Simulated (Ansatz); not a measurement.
# Lattice dynamics of SrMg (Pm-3m)

The cell of SrMg (Pm-3m) is at rest. What are its phonons? After the zone centre comes a 4×4×4 q mesh on a 12×12×12 k mesh.

Method: DFT PBEsol, scalar-relativistic, plane waves, PAW; PAW set soft_1, in Ansatz 0.2.0.

### Step 1. The starting structure

The structure is cubic, space group Pm-3m (No. 221). Conventional cell: a = 4.128 Å, b = 4.128 Å, c = 4.128 Å, α = 90.00°, β = 90.00°, γ = 90.00°. Nearest to Sr lie 8 Mg at 3.58 Å. Nearest to Mg lie 8 Sr at 3.58 Å. Farther neighbours are not listed.

### Step 2. Modes at Γ

The cell comes from relaxations at this level that are not shown. The zone centre comes first: it holds the modes that light can see, as far as symmetry allows. No field response is asked, since the mesh shows no gap.

File input.yaml:

```yaml
crystal:
  lattice:
    - [4.1282742471, 0.0, 0.0]
    - [0.0, 4.1282742471, 0.0]
    - [0.0, 0.0, 4.1282742471]
  atoms:
    - { symbol: Sr, position: [0.5, 0.5, 0.5] }
    - { symbol: Mg, position: [0.0, 0.0, 0.0] }
kpoints:
  mp_grid: { grid: [12, 12, 12] }
hamiltonian:
  xc: pbesol
  pseudopotentials: { kind: paw, azcp: { folder: soft_1 }, xc_functional: pbe }
scf:
  occupations: { method: methfessel_paxton, width: 0.2 }
output:
  eigenvalues: true
phonons:
  method: dfpt
```

Run with:

```
> ansatz run input.yaml --threads 4 --pin off --max-ram 10240MiB --backend cpu --events-out ev --progress --plain --runs-dir out
```

Numbers of over 12 decimals in the logs are rounded to 6 here.

What it wrote:

```text
Engine: ansatz 0.2.0, aarch64-unknown-linux-gnu
Pseudopotentials: kind: paw
Pseudopotential: Sr, paw, valence charge 10, recommended cutoff 420 eV (normal), soft_1/Sr.paw.azcp
Pseudopotential: Mg, paw, valence charge 10, recommended cutoff 420 eV (normal), soft_1/Mg.paw.azcp
Functional definition: PBEsol
  exchange = pbesol_x
  correlation = pbesol_c
Crystal: 2 atoms, lattice volume = 70.357 Å³
Basis set: ecut = 420 eV, 1357 PW (Γ), exchange–correlation on 60×60×60 points (8 copies of the dense FFT grid, shifted against one another)
Bands: 14, of which v1, the nominal top of the filled ones, is band 10 counted from 1 (9 counted from 0)
Symmetry: 48 space group operations
k-points: 196 of 1728 (irreducible under 8 space group operations, time reversal used)
Non-local potential: Sr, projectors of the file, l = 0: 3, l = 1: 2, l = 2: 2
Non-local potential: Mg, projectors of the file, l = 0: 3, l = 1: 2, l = 2: 1
PAW form: soft (Blöchl's): semilocal exchange-correlation on the pseudo side does not see the compensation charge
PAW frozen core: Sr, regenerated for the run's functional, and the local potential with it (the file was generated under x = pbe(κ = 0.804, μ = 0.219515), c = pbe(β = 0.066725))
PAW frozen core: Mg, regenerated for the run's functional, and the local potential with it (the file was generated under x = pbe(κ = 0.804, μ = 0.219515), c = pbe(β = 0.066725))
PAW one-centre angular grid: Sr, 110 points (default); XC on 64 Gauss nodes
PAW one-centre angular grid: Mg, 110 points (default); XC on 64 Gauss nodes
Initial density: superposition of atomic densities (chi_scale 0.1, normalization cell, long waves kept (reshape's long-wave potential 0.00 eV rms))
Initial wavefunctions: pseudopotential atomic-orbital guess
Functional: x = pbesol(κ = 0.804, μ = 0.123457), c = pbesol(β = 0.046)
SCF iter   1: F=—  HF=-5404.560839 eV  |F-HF|=—  |Δ(HF+E_count)|=         —  Δρ=1.59e-2  dr2=3.25e-1  ethr=3.10e-3  ⟨swp⟩=7.3  Hψ=18060  notcnv=0
preconditioner: auto → Kerker (q_TF=auto, 2.212 Å⁻¹)  [metal: Δε(μ)=0.013 eV  Ē_g=3.718 eV  σ=0.200 eV  W_gap=0.06  n_scr=18 (ndim 8)  ℏωp=8.9 eV  f_vac=0.000  D(μ)=2.01/eV (n_scr^D=18)]
SCF iter   2: F=—  HF=-5404.477201 eV  |F-HF|=—  |Δ(HF+E_count)|=   8.36e-2  S|Δr|=    0.00e0  Δρ=9.85e-3  dr2=1.50e-1  ethr=1.63e-3  ⟨swp⟩=1.4  Hψ=4417  notcnv=0
SCF iter   3: F=—  HF=-5404.410923 eV  |F-HF|=—  |Δ(HF+E_count)|=   6.63e-2  S|Δr|=    0.00e0  Δρ=1.87e-3  dr2=5.51e-3  ethr=7.49e-4  ⟨swp⟩=2.0  Hψ=3779  notcnv=0
SCF iter   4: F=—  HF=-5404.408833 eV  |F-HF|=—  |Δ(HF+E_count)|=   2.09e-3  S|Δr|=    0.00e0  Δρ=5.74e-4  dr2=1.80e-4  ethr=2.75e-5  ⟨swp⟩=2.2  Hψ=3434  notcnv=0
SCF iter   5: F=—  HF=-5404.408842 eV  |F-HF|=—  |Δ(HF+E_count)|=   9.12e-6  S|Δr|=    0.00e0  Δρ=8.78e-5  dr2=7.41e-6  ethr=9.01e-7  ⟨swp⟩=2.7  Hψ=4055  notcnv=0
SCF iter   6: F=—  HF=-5404.408844 eV  |F-HF|=—  |Δ(HF+E_count)|=   2.43e-6  S|Δr|=    0.00e0  Δρ=2.03e-5  dr2=4.84e-7  ethr=3.71e-8  ⟨swp⟩=2.1  Hψ=3325  notcnv=0
SCF iter   7: F=—  HF=-5404.408845 eV  |F-HF|=—  |Δ(HF+E_count)|=   6.76e-7  S|Δr|=    0.00e0  Δρ=5.72e-6  dr2=4.17e-8  ethr=2.42e-9  ⟨swp⟩=2.0  Hψ=3734  notcnv=0
SCF iter   8: F=—  HF=-5404.408845 eV  |F-HF|=—  |Δ(HF+E_count)|=   3.79e-9  S|Δr|=    0.00e0  Δρ=1.11e-6  dr2=9.27e-10  ethr=2.09e-10  ⟨swp⟩=2.0  Hψ=3343  notcnv=0
SCF iter   9: F=—  HF=-5404.408845 eV  |F-HF|=—  |Δ(HF+E_count)|=  2.73e-10  S|Δr|=    0.00e0  Δρ=2.53e-7  dr2=3.66e-11  ethr=4.64e-12  ⟨swp⟩=2.2  Hψ=4675  notcnv=0
SCF iter  10: F=-5404.408845 eV  HF=-5404.408845 eV  |F-HF|=9.09e-13  |Δ(HF+E_count)|=  8.19e-12  S|Δr|=    0.00e0  Δρ=6.83e-8  dr2=2.32e-12  ethr=1.00e-12  ⟨swp⟩=7.8  Hψ=15961  notcnv=0
SCF 1 converged in 10 iterations: F = -5404.408845 eV  dr2 = 2.32e-12
  greatest PAW one-centre occupation: 1.000 electrons in one spin orbital (limit 2), on the Mg atom at site 1 (counted from 0), in its partial waves of l = 0
DFPT response loops at Γ: preconditioner auto → Kerker (q_TF=auto, 2.212 Å⁻¹) (partly filled bands, converged f_vac=0.000); β = 1.00, the filter's whole step (`scf.mixing.beta` (0.50) is not read by the response loops under this deck's `scf.mixing.preconditioner`; to damp them name `kerker` or `kerker_dos`, under which they read `scf.mixing.beta`, and type it under 1.00, their step now; both keys bind the ground state too); Broyden in place of MSR1
SCF converged after 10 iterations
Stability not checked: this state was not tested for a lower state beside it, because cold or Methfessel-Paxton smearing, or corrected tetrahedra, fill the levels in a way that the test cannot read (fill_not_monotonic; see scf.lower_state_search)
Free energy (F): -5404.408845 eV
Harris-Foulkes:  -5404.408845 eV  (|F-HF|=9.09e-13)
Internal energy: -5404.405212 eV  (E = F + TS)
E sigma→0 (E₀):  -5404.407937 eV
Entropy (-TS):   -0.003633 eV (-1.817 meV/atom)
Fermi energy:    5.653529 eV
--- Per-component energies (eV) ---
  E_band       = -479.081189
  E_kinetic    = 299.908275
  E_local      = -2538.923105  (includes V_loc(G=0)·N_el)
  E_nonlocal   = 431.194998
  E_hartree    = 800.916279
  E_xc         = -197.726333
  E_vxc        = -186.407298  (∫ρ·V_xc dr)
  E_paw        = -2930.583884  (= ΣΔE_a)
  E_vpaw       = -86.686420  (= ΣTr[D̂ρ^β])
  E_aug_tail   = -0.000199  (compensation charges beyond the density's cutoff)
  E_ewald      = -1269.384453
  E_core_change = 0.193210  (= ΣΔE_core)
  E_smearing   = -0.003633  (= −TS)
  E_closure    = -0.000000  (closes the sum)
  Σ components = -5404.408845   (vs F -5404.408845, Δ=0.00e0)
--- Band table (eV; the first three rows and the last of 196) ---
  k-point 0: bands = [... 6 lower, -12.0954, -12.0954, 0.7906, 6.4825, 6.4825, 9.4486, 9.4486, 9.4486]
  k-point 1: bands = [... 6 lower, -12.0944, -12.0944, 0.8650, 6.3954, 6.5255, 9.2102, 9.2102, 9.3107]
  k-point 2: bands = [... 6 lower, -12.0916, -12.0916, 1.0844, 6.0675, 6.6505, 8.8080, 8.8080, 9.2108]
  k-point 195: bands = [... 6 lower, -12.2176, -12.2176, 5.0943, 5.0943, 5.0943, 6.3398, 8.8434, 8.8434]
--- Phonons (Γ-DFPT): 2 representative perturbations + reference, on 196 of 1728 k-points (Σ response iterations 6) ---
  k mesh reduced under 8 symmetry operations, with k and −k counted as one. Each operation leaves every solved perturbation unchanged. A smaller set is not used because it would not reduce the number of displacements times k-points to solve
  ASR residual: 1.370e-4 → 0.000e0 eV/Å²; symmetrization residual: 1.821e-6 eV/Å²
  ASR residual per site (eV/Å²): 1.37e-4 5.04e-5
  Γ frequencies (cm⁻¹): 0.00 0.00 0.00 171.36 171.36 171.36
  non-analytic LO–TO correction: not included (Born effective charges unavailable; polar crystals: no LO–TO splitting at Γ)
```

Run time: 11 s. Hardware: 4 threads of Arm Neoverse V2, shared host; peak memory 0.72 GiB.

This step gave:

```yaml
volume_per_atom: 35.18 Å³
gap_on_the_k_mesh: 0 eV
sum_rule_residual_before_enforcement: 1.37e-4 eV/Å²
point_group: m-3m
highest_optical_mode_at_the_zone_centre_no_lo_to_term: 171.4 cm⁻¹
lowest_optical_zone_centre_mode: 171.4 cm⁻¹
```

Patterns of degenerate modes are one choice out of their space. Modes at Γ, with each element's share of the kinetic energy:

```csv
mode,frequency (cm⁻¹),symmetry,Sr %,Mg %
1,0.0,acoustic,78,22
2,0.0,acoustic,78,22
3,0.0,acoustic,78,22
4,171.4,T1u,22,78
5,171.4,T1u,22,78
6,171.4,T1u,22,78
```

Displacements in mode 5 (171.4 cm⁻¹), the largest set to 1:
```
Sr1  0.00  0.08 -0.28
Mg2  0.00 -0.29  1.00
```

Before it was imposed, the acoustic sum rule was missed by 1.4e-4 eV/Å². Small misses are needed for a sound result but don't prove that mesh and cutoff are converged. The lowest optical mode is real, 171 cm⁻¹.

### Step 3. The dispersion

Stability and thermal properties need the whole zone. Linear response on a 4×4×4 q mesh gives force constants as far as a supercell of that size would.

input.yaml, as its differences from that of step 2:

```diff
@@ -19 +19,8 @@
   method: dfpt
+  qmesh: [4, 4, 4]
+  temperatures: { t_max: 1000, t_step: 50 }
+  qpath:
+    path:
+      - [[0.0, 0.0, 0.0], [0.0, 0.5, 0.0], [0.5, 0.5, 0.0], [0.0, 0.0, 0.0], [0.5, 0.5, 0.5], [0.0, 0.5, 0.0]]
+      - [[0.5, 0.5, 0.5], [0.5, 0.5, 0.0]]
+    npoints: 10
```

What it wrote:

```text
[...]
Crystal: 2 atoms, lattice volume = 70.357 Å³
Basis set: ecut = 420 eV, 1357 PW (Γ), exchange–correlation on 60×60×60 points (8 copies of the dense FFT grid, shifted against one another)
Bands: 14, of which v1, the nominal top of the filled ones, is band 10 counted from 1 (9 counted from 0)
Symmetry: 48 space group operations
k-points: 84 of 1728
[...]
SCF iter   1: F=—  HF=-5404.560781 eV  |F-HF|=—  |Δ(HF+E_count)|=         —  Δρ=1.59e-2  dr2=3.26e-1  ethr=3.10e-3  ⟨swp⟩=7.3  Hψ=7731  notcnv=0
[...]
SCF iter  10: F=-5404.408845 eV  HF=-5404.408845 eV  |F-HF|=2.73e-12  |Δ(HF+E_count)|=  7.28e-12  S|Δr|=    0.00e0  Δρ=6.56e-8  dr2=2.19e-12  ethr=1.00e-12  ⟨swp⟩=7.7  Hψ=6830  notcnv=0
SCF 1 converged in 10 iterations: F = -5404.408845 eV  dr2 = 2.19e-12
[...]
iter 1 solved again at ethr=4.91e-8 eV; its pass at ethr=3.10e-3 eV (dr2=9.82e-6 eV) is discarded
SCF iter   1: F=—  HF=-5404.408847 eV  |F-HF|=—  |Δ(HF+E_count)|=         —  Δρ=4.62e-7  dr2=3.92e-11  ethr=4.91e-8  ⟨swp⟩=4.4  Hψ=12335  notcnv=0
eigensolver tolerance schedule: the retry pair's looser diagonalisation over-reported the residual by 250874.50 of it (diagonalisation noise at an unbounded share of the residual, at the tolerance the schedule requests for it); recorded, not acted on — ethr = c·dr2/N_el stays at c = 1.0e-1
[...]
SCF iter   2: F=—  HF=-5404.408845 eV  |F-HF|=—  |Δ(HF+E_count)|=   2.22e-6  S|Δr|=    0.00e0  Δρ=2.45e-7  dr2=1.26e-11  ethr=1.00e-12  ⟨swp⟩=4.1  Hψ=3253  notcnv=0
SCF iter   3: F=-5404.408845 eV  HF=-5404.408845 eV  |F-HF|=1.82e-12  |Δ(HF+E_count)|=  6.37e-12  S|Δr|=    0.00e0  Δρ=1.71e-7  dr2=6.56e-12  ethr=1.00e-12  ⟨swp⟩=4.7  Hψ=3617  notcnv=0
SCF 2 converged in 3 iterations: F = -5404.408845 eV  dr2 = 6.56e-12
phonons: the bands overlap, so this run is a metal and interpolates without the dipole-dipole term. If the crystal is really an insulator or semiconductor, its LO-TO splitting is missing
NSCF: frozen V_eff on 84 k-points
[...]
DFPT response loops at q = (0, 0, 0) (fractional): preconditioner auto → Kerker (q_TF=auto, 2.212 Å⁻¹) (partly filled bands, converged f_vac=0.000); β = 1.00, the filter's whole step (`scf.mixing.beta` (0.50) is not read by the response loops under this deck's `scf.mixing.preconditioner`; to damp them name `kerker` or `kerker_dos`, under which they read `scf.mixing.beta`, and type it under 1.00, their step now; both keys bind the ground state too); Broyden in place of MSR1
[...]
SCF converged after 10 iterations
[...]
Free energy (F): -5404.408845 eV
[...]
Internal energy: -5404.405212 eV  (E = F + TS)
E sigma→0 (E₀):  -5404.407937 eV
Entropy (-TS):   -0.003633 eV (-1.817 meV/atom)
Fermi energy:    5.653529 eV
[...]
--- Band table (eV; the first three rows and the last of 84) ---
  k-point 0: bands = [... 6 lower, -12.0954, -12.0954, 0.7906, 6.4825, 6.4825, 9.4486, 9.4486, 9.4486]
  k-point 1: bands = [... 6 lower, -12.0944, -12.0944, 0.8650, 6.3954, 6.5255, 9.2102, 9.2102, 9.3107]
  k-point 2: bands = [... 6 lower, -12.0916, -12.0916, 1.0844, 6.0675, 6.6505, 8.8080, 8.8080, 9.2108]
  k-point 83: bands = [... 6 lower, -12.2176, -12.2176, 5.0943, 5.0943, 5.0943, 6.3398, 8.8434, 8.8434]
--- Phonons (Γ-DFPT): 2 representative perturbations + reference (Σ response iterations 6) ---
  ASR residual: 1.424e-4 → 0.000e0 eV/Å²; symmetrization residual: 1.012e-6 eV/Å²
  ASR residual per site (eV/Å²): 1.42e-4 4.62e-5
  Γ frequencies (cm⁻¹): 0.00 0.00 0.00 171.36 171.36 171.36
--- Phonons (arbitrary-q DFPT): 10 irreducible q on the 4×4×4 mesh ---
  q = [0.0000, 0.0000, 0.0000] (star 1, of the zone-centre solve; hermiticity 9.85e-7, symmetrization 1.01e-11): -0.00 -0.00 0.00 171.36 171.36 171.36
  q = [0.0000, 0.0000, 0.2500] (star 6, 4 solved perturbations in 1848 linear systems a pass and spin channel, the states on 588 of 1728 k-point pairs; hermiticity 9.35e-7, symmetrization 3.88e-12): 54.04 54.04 62.05 152.44 166.03 166.03
[...]
q = [0.0000, 0.2500, -0.5000] (star 12, 6 solved perturbations on 588 of 1728 k-point pairs; hermiticity 7.54e-7, symmetrization 1.10e-13): 56.05 77.19 77.50 137.86 150.10 162.20
[...]
sum rule: each row above includes the acoustic sum rule's correction from the zone centre's row sums; it moved no ω² by more than (0.72 cm⁻¹)²
  mesh force constants: q→R imaginary residual 2.33e-18; ASR residual 1.424e-4 → 0.000e0 eV/Å²; symmetrization residual 2.220e-15 eV/Å²
  interpolated dispersion: 62 rows × 6 modes
  density of states and harmonic sums: on the 16×16×16 q-mesh, interpolated from the force constants of a 4×4×4 supercell (no non-analytic term)
  largest difference from the sums on the solved wave vectors: F 1.43e-2 eV, S 1.83e-5 and C_V 3.98e-6 eV/K
  zero-point energy: 0.040866 eV/cell   skipped modes (ω ≤ 0): 3   left out of the sums: 1.22e-4 of the cell's modes: C_V's classical limit lies that fraction below 3 k_B per atom; for a crystal, a wire or a layer, F and S can be off by more, and a phonons.interpolated_qmesh denser along its periods is the remedy for the sampling
```

Run time: 5.2 min. Hardware: 4 threads; peak memory 2.2 GiB; 20 min of CPU time.

This step gave:

```yaml
sum_rule_residual_before_enforcement: 1.42e-4 eV/Å²
lowest_frequency_on_the_path: 0 cm⁻¹
highest_frequency_on_the_path_or_at_a_solved_wavevector: 171.4 cm⁻¹
mean_frequency: 109.9 cm⁻¹
debye_temperature_second_moment: 219 K
logarithmic_mean_frequency: 100.5 cm⁻¹
lowest_mode_on_the_q_mesh_acoustic_modes_at_gamma_apart: 36.69 cm⁻¹
zero_point_energy_per_atom: 20.43 meV
heat_capacity_at_300_k: 24.29 J/(mol atoms K)
vibrational_entropy_at_300_k: 43.48 J/(mol atoms K)
```

Frequencies (cm⁻¹) solved at each irreducible wavevector; negative means imaginary. Frequencies by wavevector, by row:

```csv
q in reciprocal lattice units,star,mode 1,mode 2,mode 3,mode 4,mode 5,mode 6
0 0 0,1,0,0,0,171.4,171.4,171.4
0 0 0.25,6,54,54,62,152.4,166,166
0 0 -0.5,3,80.6,80.6,95.9,119.4,158.4,158.4
0 0.25 0.25,12,36.7,67,90.5,140.5,159.5,164.2
0 0.25 -0.5,12,56,77.2,77.5,137.9,150.1,162.2
0 -0.5 -0.5,3,46.6,46.6,74.9,146.9,146.9,164.7
0.25 0.25 0.25,8,69.3,69.3,80.9,145.9,152.2,152.2
0.25 0.25 -0.5,12,54.4,82.2,96,135.5,142.4,150.5
0.25 -0.5 -0.5,6,75.3,75.3,92.8,136,136,143
-0.5 -0.5 -0.5,1,109,109,109,113.5,113.5,113.5
```

Interpolated from a 4×4×4 q mesh. The phonon branches at the labelled points (cm⁻¹):

```csv
point,branch 1,branch 2,branch 3,branch 4,branch 5,branch 6
Γ,0,0,0,171,171,171
halfway,54,54,62,152,166,166
X,81,81,96,119,158,158
halfway,56,77,78,138,150,162
M,47,47,75,147,147,165
halfway,37,67,90,140,160,164
Γ,0,0,0,171,171,171
halfway,69,69,81,146,152,152
R,109,109,109,114,114,114
halfway,54,82,96,136,142,150
X,81,81,96,119,158,158
jump to R,109,109,109,114,114,114
halfway,75,75,93,136,136,143
M,47,47,75,147,147,165
```

The phonon branches as a text plot (rows in cm⁻¹):

```
    168 |****         ***     *********
    161 |    *********   *******    *  *               ***     **
    154 |   *     **      ***        ** *           ****      *
    146 |    *      ******    *        ****        * *       * **
    139 |     *     *     ****             *      * *        **
    132 |         **                       **    ******     *
    125 |      *                            **   **    **  *
    118 |       **                           *  **       **
    111 |                                     ***         *
    104 |                                    *  ****      **
     96 |      ***                          **   *  *   **  *
     89 |         *        ***             *     **  ***   * *
     82 |     ******          *        **** *      *** ***  * *
     75 |    *     **********        **  ***      *     *    * **
     68 |     *   * *        * *        *          *   *
     61 |   **     * *   *    *     *                         *
     54 |   *       * * *              *            ***        *
     46 |            ******    **                               *
     39 |  *               ***       **
     32 |  *                  * *  *
     25 | *                    * *  *
     18 |                       **
     11 |*                       * *
      4 |                         *
         Γ      X      M          Γ            R        X|R     M
```

Tetrahedra on a 16×16×16 mesh, mean over bins of 2 cm-1. Interpolated from a 4×4×4 q mesh. Table of phonon density of states by wavenumber; read off at these points:

wavenumber (cm⁻¹), phonon density of states (1/cm⁻¹/cell) and a bar:
```
      1.0      0.000 
      7.0      0.000 
     13.0      0.001 
     19.0      0.002 
     25.0      0.004 #
     31.0      0.006 ##
     37.0      0.010 ###
     43.0      0.018 #####
     47.0      0.035 #########
     53.0      0.064 ################
     59.0      0.037 ##########
     65.0      0.038 ##########
     71.0      0.052 #############
     77.0      0.072 ###################
     79.0      0.073 ###################
     83.0      0.060 ################
     87.0      0.098 #########################
     89.0      0.085 ######################
     95.0      0.019 #####
    101.0      0.011 ###
    107.0      0.002 #
    113.0      0.000 
    119.0      0.002 #
    125.0      0.011 ###
    129.0      0.020 #####
    135.0      0.060 ################
    139.0      0.116 ##############################
    141.0      0.084 ######################
    147.0      0.071 ##################
    153.0      0.067 #################
    159.0      0.111 #############################
    161.0      0.116 ##############################
    165.0      0.051 #############
    171.0      0.007 ##
```

(Part 1 of 2 ends here.)

[Logs are printed without paths, hosts, clocks, repeated set-up lines and the standing remarks that a program may print on its own settings, such as how far it seeks lower states.]

[Hosts, paths, dates, database ids (printed as entryN), source tags and the programs' standing remarks are cut or masked in the printed files.]
